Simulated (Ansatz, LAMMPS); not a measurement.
# Glassy 55SiO2-18B2O3-14Na2O-14CaO (mol %) (71 atoms) in motion, part 2 of 2

Aim: follow glassy 55SiO2-18B2O3-14Na2O-14CaO (mol %) (71 atoms) for a short time with forces from DFT, then look at structure and electrons in the last frame.

Ansatz 0.2.0; Kohn-Sham DFT, r2SCAN, PAW (set soft_2), plane waves.

The cell: 12 Si, 8 B, 6 Na, 3 Ca and 42 O. The quench rate of 10 K/ps far exceeds what a furnace or splat quench reaches. The network of bonds at the start is that of the classical potential that made the cell. The Brillouin zone is sampled at Γ only, in a cell whose shortest periodic width is 10 Å.

So far, density (g/cm³): step 4 (structure statistics late in the run) 2.60.

## 5. Single point at the last frame (continued)

Neighbours are counted within 2.12 Å (O-Si), 1.83 Å (O-B), 3.02 Å (O-Na), 2.83 Å (O-Ca), the cutoffs taken from the dynamics.

Length of the force by element and coordination:

```
element  coordination  atoms  mean length of the force (eV/Å)  spread  least   most
      B           all      8                             1.75   0.903  0.649   3.19
      B             3      4                             1.84   0.996  0.649   3.19
      B             4      4                             1.66   0.789  0.932   2.90
     Ca           all      3                            0.864   0.365  0.538   1.37
     Ca             6      2                            0.609  0.0712  0.538  0.680
     Ca             7      1                             1.37       0   1.37   1.37
     Na           all      6                            0.558   0.297  0.327   1.21
     Na             4      1                            0.393       0  0.393  0.393
     Na             5      1                             1.21       0   1.21   1.21
     Na             6      3                            0.473  0.0425  0.423  0.527
     Na             7      1                            0.327       0  0.327  0.327
      O           all     42                             1.22   0.662  0.316   2.79
      O             2      9                             1.44   0.774  0.622   2.79
      O             3     22                             1.25   0.639  0.324   2.42
      O             4     10                             1.02   0.553  0.316   2.24
      O             5      1                            0.850       0  0.850  0.850
     Si           all     12                             1.92   0.754  0.829   3.21
```

Löwdin charges by element and coordination (they lack the spilled electrons, 0.062 e an atom on average):

```
element  coordination  atoms  mean charge (e)  spread   least    most
      B           all      8            0.632  0.0446   0.567   0.680
      B             3      4            0.631  0.0492   0.580   0.680
      B             4      4            0.634  0.0394   0.567   0.666
     Ca           all      3             1.79  0.0148    1.77    1.81
     Ca             6      2             1.80  0.0112    1.79    1.81
     Ca             7      1             1.77       0    1.77    1.77
     Na           all      6            0.837  0.0133   0.820   0.860
     Na             4      1            0.826       0   0.826   0.826
     Na             5      1            0.846       0   0.846   0.846
     Na             6      3            0.839  0.0163   0.820   0.860
     Na             7      1            0.831       0   0.831   0.831
      O           all     42            -0.77   0.128   -1.05  -0.557
      O             2      9           -0.721  0.0969  -0.831  -0.609
      O             3     22           -0.782   0.124   -1.03  -0.557
      O             4     10           -0.760   0.125   -1.02  -0.580
      O             5      1            -1.05       0   -1.05   -1.05
     Si           all     12             1.77   0.039    1.72    1.84
```

States in the cell by windows of 1 eV, zero at the Fermi level; the larger projections on atomic orbitals stand beside the total:

```
from (eV)  to (eV)  total   O p  Si p
      -10       -9    9.7   6.7   0.4
       -9       -8   12.5   9.0   1.0
       -8       -7   16.8  12.3   1.8
       -7       -6   19.6  14.6   2.1
       -6       -5   18.2  14.0   1.2
       -5       -4   32.6  27.1   1.7
       -4       -3   40.6  36.4   1.3
       -3       -2   42.8  40.1   0.7
       -2       -1   38.2  36.3   0.5
       -1        0   14.3  13.6   0.2
        0        1    0.7   0.7   0.0
        1        3    0.0   0.0   0.0
        3        4    2.0   0.1   0.1
        4        5    1.0   0.1   0.0
```

With fixed occupations the program's Fermi level is the highest filled level; weight inside the gap is the broadening of levels at its edges.

Between -26 and -10 eV lie 144 more states.

The stored curve holds about 390 of the 408 electrons; the rest, give or take the few that broadening carries across the Fermi level, lie in deeper levels below its range.

The levels nearest the highest filled one (over half full), pooled over k-points and spins:

```
level less the highest filled one (eV)  occupation
                                -0.831           2
                                -0.758           2
                                -0.675           2
                                -0.494           2
                                -0.380           2
                                     0           2
                                  3.75           0
                                  5.04           0
                                  5.53           0
                                  5.94           0
                                  6.11           0
                                  6.15           0
```

Mean Löwdin charges: B +0.63, Ca +1.79, Na +0.84, O -0.77, Si +1.77 e (they miss 1.1 % of the electrons, so they add up to more than the cell's charge).

## 6. Results

```
mean temperature, second half                                : 603.7 K
temperature swing, second half                               : 53.41 K
mean pressure, second half                                   : 0.2771 GPa
slope of the conserved energy against time, by least squares : -0.2322 meV/atom/ps
free energy per atom                                         : -665.9179 eV/atom
pressure                                                     : -0.5222 GPa
r.m.s. force component                                       : 0.89 eV/Å
gap (highest filled to lowest empty level)             : 3.752 eV
wall time of the 3 DFT runs                                  : 44 min
```

In words: Over the second half of 180 fs the temperature averages 604 K with swings of 53 K r.m.s. The conserved energy stays within 0.08 meV/atom. The count of bonds goes from 129 in the first frame to 129 in the last, by one set of cutoffs: 13 pairs passed out of them and 13 came within. The run spans 0.18 ps, too short for its means to be equilibrium values. With the cutoffs above, 50 % of B atoms have 3 and as many 4, 67 % of Ca atoms have 6, 50 % of Na atoms have 6 and 52 % of O atoms have 3 bonded neighbours. 81 % of the oxygens bridge two formers (Si and B) and 19 % are non-bridging. Between filled and empty levels lie 3.75 eV (at Γ alone); a semilocal functional tends to put such gaps too low. In a disordered cell it changes from sample to sample, and tail or defect levels can set it.

What to keep in mind: The starting topology of bonds comes from the classical model; in DFT 13 of its 129 bonded pairs passed out of the cutoffs and 13 came within them. The stress is far from hydrostatic: its diagonal is 2.7, 0.4, -4.6 GPa, compression counted positive. The pressure of a single frame lacks the kinetic term, about 0.69 GPa here.

[Logs are printed without paths, hosts, clocks, repeated set-up lines and the standing remarks that a program may print on its own settings, such as how far it seeks lower states.]

[Hosts, paths, dates, database ids (printed as entryN), source tags and the programs' standing remarks are cut or masked in the printed files.]
